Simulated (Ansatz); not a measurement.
# From PBE to G0W0: Y4S3N2 (C2/m), part 3 of 3

How far does one-shot GW move the PBE gap of Y4S3N2 (C2/m)?

Ansatz 0.2.0; PBE, then G0W0 on it, plane waves, PAW. Known limits of the many-body steps: finite bands, screening cutoff and k mesh; no spin-orbit coupling in G0W0.

So far. Step 2 (The PBE band structure): Over mesh and path the gap is 1.428 eV, from k = (-0.500, -0.500, 0.500) to k = (-0.500, -0.500, 0.000). The least direct gap found is 1.468 eV, at k = (-0.500, -0.500, 0.500). Step 3 (The quasiparticle correction): Over 12 of 14 irreducible mesh points the G0W0 gap is 2.314 eV, from k = (-0.500, -0.500, -0.500) to k = (-0.500, -0.500, 0.000). The PBE gap of this run on the mesh is 1.429 eV.

In doubt: masses and optical values from hybrid runs of this build are listed as unsure (in some of the runs), which bears on the screening that GW takes from such a start.

## Step 4: Spin-orbit coupling in PBE

This run has two-component orbitals with spin-orbit coupling.

This step: DFT, PBE with spin-orbit coupling, plane waves, PAW; PAW set soft_1.

Input file input.yaml:

```yaml
crystal:
  lattice:
    - [6.4622478753, -1.9155154099, 0.0]
    - [6.4622478753, 1.9155154099, 0.0]
    - [-6.1150777327, 0.0, 7.7218549571]
  atoms:
    - { symbol: "Y", position: [0.76032434, 0.76032434, 0.64851811] }
    - { symbol: "Y", position: [0.23967566, 0.23967566, 0.35148189] }
    - { symbol: "Y", position: [0.43654668, 0.43654668, 0.14567864] }
    - { symbol: "Y", position: [0.56345332, 0.56345332, 0.85432136] }
    - { symbol: S, position: [0.0, 0.0, 0.0] }
    - { symbol: S, position: [0.17442465, 0.17442465, 0.78433872] }
    - { symbol: S, position: [0.82557535, 0.82557535, 0.21566128] }
    - { symbol: "N", position: [0.64303648, 0.64303648, 0.36114028] }
    - { symbol: "N", position: [0.35696352, 0.35696352, 0.63885972] }
kpoints:
  mp_grid: { grid: [6, 6, 4] }
  band_path:
    path:
      - [0.0, 0.0, 0.0]
      - [-0.28574107, 0.28574107, 0.0]
      - [-0.71425893, -0.28574107, 0.0]
      - [-0.5, -0.5, 0.0]
      - [-0.5, -0.5, 0.5]
      - [-0.7433739, -0.2566261, 0.5]
      - [-0.2566261, 0.2566261, 0.5]
      - [0.0, 0.0, 0.5]
    npoints: 1
hamiltonian:
  xc: pbe
  pseudopotentials: { kind: paw_fr, azcp: { folder: soft_1 } }
scf:
  occupations: { method: fixed }
  n_extra_bands: 14
magnetization:
  noncollinear: true
  spin_orbit: true
output:
  eigenvalues: true
  forces: true
  stress: true
```

On the command line:

```bash
$ ansatz run input.yaml --threads 2 --pin off --max-ram 92160MiB --backend cuda --events-out ev --progress --plain --runs-dir out --devices 1 --max-vram 13GiB
```

Numbers of over 12 decimals in the logs are rounded to 6 here.

The program printed:

```text
[...]
GPUs: using 1 of 1 available (devices: 1).
[...]
non-collinear run that drives no moment, with spin-orbit: no starting moment large enough to seed its density (crystal.atoms[].spin), no starting occupations that ask for one, no magnetisation constraint and no magnetic field, so the semilocal B_xc is pinned to zero
[...]
GPU FFT provider: cuFFT
GPU libraries: cuBLAS 13.8.2, cuFFT 12.4.0, cuSOLVER 12.3.4
Crystal: 9 atoms, lattice volume = 191.171 Å³
Basis set: ecut = 420 eV, 3763 PW (Γ), FFT grids on a1−a2, a2, a1+a3, exchange–correlation on 54×96×108 points (8 copies of the dense FFT grid, shifted against one another)
Bands: 86, of which v1, the nominal top of the filled ones, is band 72 counted from 1 (71 counted from 0)
Symmetry: 4 space group operations + 4 with time reversal
[...]
k-points: 47 of 144
Projection manifold: j_resolved (fully-relativistic pseudo-atomic orbitals)
[...]
GPU buffer pool allocated for 69984 grid points (all kernels)
[...]
SCF iter   1: F=—  HF=-18891.962431 eV  |F-HF|=—  |Δ(HF+E_count)|=         —  Δρ=5.36e-2  dr2=1.05e1  dr2_m=0.00e0 (ungated)  ethr=3.10e-3  |M|=0.00e0 ∫|m|=0.00e0 μB  |m|>n=0.0e0 m-floor=0.0e0 τ_xc=0.0e0  β_m=0.30  ⟨swp⟩=5.0  Hψ=9912  notcnv=0  defer=444
[...]
spin=Noncollinear: Resta preconditioning applied to the charge; magnetization (m_x, m_y, m_z) channels mix plain (no charge-response kernel on spin).
[...]
site 5: m = (+0.0000, +0.0000, +0.0000) μB, |m| = 0.0000 μB  (R = 1.12 Å)
  site 6: m = (+0.0000, +0.0000, +0.0000) μB, |m| = 0.0000 μB  (R = 1.12 Å)
  site 7: m = (+0.0000, +0.0000, +0.0000) μB, |m| = 0.0000 μB  (R = 0.88 Å)
  site 8: m = (+0.0000, +0.0000, +0.0000) μB, |m| = 0.0000 μB  (R = 0.88 Å)
Free energy (F): -18889.577949 eV
[...]
Internal energy: -18889.577949 eV  (E = F + TS)
E sigma→0 (E₀):  -18889.577949 eV
Fermi energy:    8.019023 eV
[...]
--- Forces (eV/Å), atoms counted from 1 ---
  atom   1  Y     -0.02277470    -0.00000000     0.05177728
  atom   2  Y      0.02277470     0.00000000    -0.05177728
  atom   3  Y     -0.03403177     0.00000000    -0.02806220
  atom   4  Y      0.03403177    -0.00000000     0.02806220
  atom   5  S      0.00000000     0.00000000     0.00000000
  atom   6  S     -0.02003136     0.00000000    -0.01912539
  atom   7  S      0.02003136    -0.00000000     0.01912539
  atom   8  N      0.03593759    -0.00000000     0.04430400
  atom   9  N     -0.03593759     0.00000000    -0.04430400
  max |Σ_I F_I| component: 1.39e-17 eV/Å
--- Stress (GPa, compression-positive) ---
        0.369464       0.000000       0.049253
        0.000000       0.319277      -0.000000
        0.049253      -0.000000       0.613647
  P = ⅓ Tr σ = 0.4341 GPa (4.341 kbar)
--- Band table (eV; the first three rows and the last of 47) ---
  k-point 0: bands = [... 68 lower, 7.3823, 7.3823, 7.8697, 7.8697, 9.8039, 9.8039, 10.7269, 10.7269, ... 10 higher]
  k-point 1: bands = [... 68 lower, 7.3455, 7.3455, 7.5531, 7.5531, 9.8280, 9.8280, 10.6844, 10.6844, ... 10 higher]
  k-point 2: bands = [... 68 lower, 7.3116, 7.3116, 7.4485, 7.4485, 9.8534, 9.8534, 10.6390, 10.6390, ... 10 higher]
  k-point 46: bands = [... 68 lower, 7.1619, 7.1619, 8.0190, 8.0190, 9.4873, 9.4873, 10.5238, 10.5238, ... 10 higher]
[key lines of the parts left out:]
SCF converged after 10 iterations
Magnetization: |M| = 0.0000 μB,  M = (+0.0000, +0.0000, +0.0000) μB
```

Elapsed: 14 s, on 1 × NVIDIA H100 80GB HBM3 (shared by 6 runs) with 2 threads of AMD EPYC 7R13 (Zen 3), shared host; peak memory 1.1 GiB; 24 s of CPU time.

This step gave:

```
pressure             : 0.4341 GPa
gap                  : 1.428 eV
valence top at       : M_2
conduction bottom at : Y_2
least direct gap     : 1.468 eV
```

Over mesh and listed points the gap is 1.428 eV, from k = (-0.500, -0.500, 0.500) to k = (-0.500, -0.500, 0.000). The least direct gap found is 1.468 eV, at k = (-0.500, -0.500, 0.500). PBE+SOC against PBE: 1.428 − 1.428 = +0.000 eV, with the same mesh, set of files (read in its fully relativistic form for the spin-orbit run) and cutoff, and both edges at the same k points. The spin-orbit run sees mesh and listed points alone, so its gap is an upper bound: the coupling can move an edge off these points, and the change over the zone, its sign included where it is small, is not known.

## Step 5: Side by side

Each gap is the least one over the points named; times are wall times on shared hosts, not benchmarks. A G0W0 time includes the run's own self-consistent start. Runs with listed points see these and the mesh alone, so an edge that moves elsewhere is missed. Rows marked * are further runs, not shown as steps, whose inputs differ from the G0W0 step on the same start in the columns given; solver thresholds can differ too. Symmetry makes (-0.500, -0.500, 0.500) and (-0.500, -0.500, -0.500) one point.

```csv
level,mesh,"files, cutoff","bands summed, screening",points,gap (eV),valence top,conduction bottom,least direct gap (eV),time
PBE,6×6×4,"soft_1 PAW, 420 eV",-,mesh and path,1.428,"(-0.500, -0.500, 0.500)","(-0.500, -0.500, 0.000)",1.468,19 s
PBE+SOC,6×6×4,"soft_1 PAW, 420 eV",-,mesh and listed points,1.428,"(-0.500, -0.500, 0.500)","(-0.500, -0.500, 0.000)",1.468,14 s
G0W0@PBE*,4×4×2,"soft_1 PAW, 420 eV","208, 54 eV",12 of 14 irreducible mesh points,2.051,"(-0.500, -0.500, -0.500)","(-0.500, -0.500, 0.000)",2.103,31 s
G0W0@PBE*,4×4×2,"soft_1 PAW, 420 eV","523, 108 eV",12 of 14 irreducible mesh points,2.201,"(-0.500, -0.500, -0.500)","(-0.500, -0.500, 0.000)",2.253,48 s
G0W0@PBE,4×4×2,"soft_1 PAW, 420 eV","1084, 180 eV",12 of 14 irreducible mesh points,2.314,"(-0.500, -0.500, -0.500)","(-0.500, -0.500, 0.000)",2.367,91 s
G0W0@PBE*,4×4×2,"soft_1 PAW, 420 eV","1084, 180 eV, plasmon pole",12 of 14 irreducible mesh points,2.267,"(-0.500, -0.500, -0.500)","(-0.500, -0.500, 0.000)",2.320,2.7 min
```

## Step 6: Outcome

| Property | Result |
| --- | --- |
| PBE gap over mesh and path | 1.428 eV, from k = (-0.500, -0.500, 0.500) to k = (-0.500, -0.500, 0.000) |
| G0W0@PBE gap over 12 of 14 irreducible mesh points | 2.314 eV, from k = (-0.500, -0.500, -0.500) to k = (-0.500, -0.500, 0.000) |
| PBE+SOC gap over mesh and listed points | 1.428 eV |
| GW settings | 4×4×2 mesh, 1048 empty bands, screening to 180 eV, PAW set soft_1 files |
| known limits | finite bands, screening cutoff and k mesh; no spin-orbit coupling in G0W0 |

In words: Over 12 of 14 irreducible mesh points the G0W0 gap is 2.314 eV, from k = (-0.500, -0.500, -0.500) to k = (-0.500, -0.500, 0.000). The PBE gap of this run on the mesh is 1.429 eV. The two states that bound the G0W0 gap lie that far apart at the start, so the correction of the gap is 2.314 − 1.429 = +0.885 eV. The valence state moves by 7.441 − 8.019 = −0.578 eV and the conduction state by 9.755 − 9.448 = +0.307 eV, on the run's own scale; with 208 bands the edge states move by +0.082 and +0.704 eV, so the split between the edges depends on the bands and cutoff. Both edges that PBE shows over mesh and path lie at k points where levels were corrected. Levels at other points were not corrected, so a lower G0W0 gap elsewhere in the zone is not ruled out. From 208 bands and 54 eV to 1084 bands and 180 eV the gap moves by 2.314 − 2.051 = +0.263 eV (rung by rung 2.051, 2.201, 2.314 eV); bands and screening cutoff rise together, so their parts are not told apart. A line in one over the bands through the two highest rungs gives 2.314 + (2.314 − 2.201) × 523 / (1084 − 523) = 2.419 eV, and through the pair below 2.201 + (2.201 − 2.051) × 208 / (523 − 208) = 2.300 eV. The two differ by 0.119 eV, not under the 0.030 eV asked, so the law does not hold well over these rungs and the limit is not known. With the plasmon pole model in place of the contour deformation model and all else as in the G0W0@PBE row with 1084 bands, the gap differs by 2.267 − 2.314 = −0.047 eV. G0W0 on other starts in this series, not shown as steps and not all at these settings: 2.464 eV on r2SCAN (4×4×2, soft_1 PAW, 1084 bands, 180 eV) and 2.704 eV on HSE06 (4×4×2, soft_1 PAW, 1084 bands, 180 eV). PBE+SOC against PBE: 1.428 − 1.428 = +0.000 eV, with the same mesh, set of files (read in its fully relativistic form for the spin-orbit run) and cutoff, and both edges at the same k points. The spin-orbit run sees mesh and listed points alone, so its gap is an upper bound: the coupling can move an edge off these points, and the change over the zone, its sign included where it is small, is not known. What spin-orbit coupling does to the G0W0 levels was not computed, so no sum with the G0W0 gap is formed. The G0W0 runs are scalar-relativistic. No pair of G0W0 runs that differ in the mesh alone is shown (4×4×2 is a supercell whose nearest images lie 15 Å apart), so the error from the mesh is not known here. G0W0@PBE runs of this series with other atomic data on the same mesh, not shown as steps, give 2.366 eV (hard PAW, 870 eV, 1589 bands, screening to 234 eV); where bands and cutoffs differ too, the part of the files is not isolated.

[Paths, hosts, dates, memory and timing lines, banners, echoed tables and standing remarks are left out of the program output.]

[Logs are printed without paths, hosts, clocks, repeated set-up lines and the standing remarks that a program may print on its own settings, such as how far it seeks lower states.]

[Runs of the session that timed out or met a known fault of the program may be left out.]

[Cells called generated may have been cut or substituted from an entry of the Crystallography Open Database or the Materials Project.]

[Hosts, paths, dates, database ids (printed as entryN), source tags and the programs' standing remarks are cut or masked in the printed files.]

[Where an RPA ε∞ is given, it is that of the G0W0 mesh and is not shown converged in it. Names of k-points follow the symmetry that the program found, which can be lower than the space group named. Band edges on a path are those of the sampled points; other points can move an edge, and change direct to indirect where valleys lie close.]

[Hybrid gaps are those of their k-mesh and are not shown converged in it.]
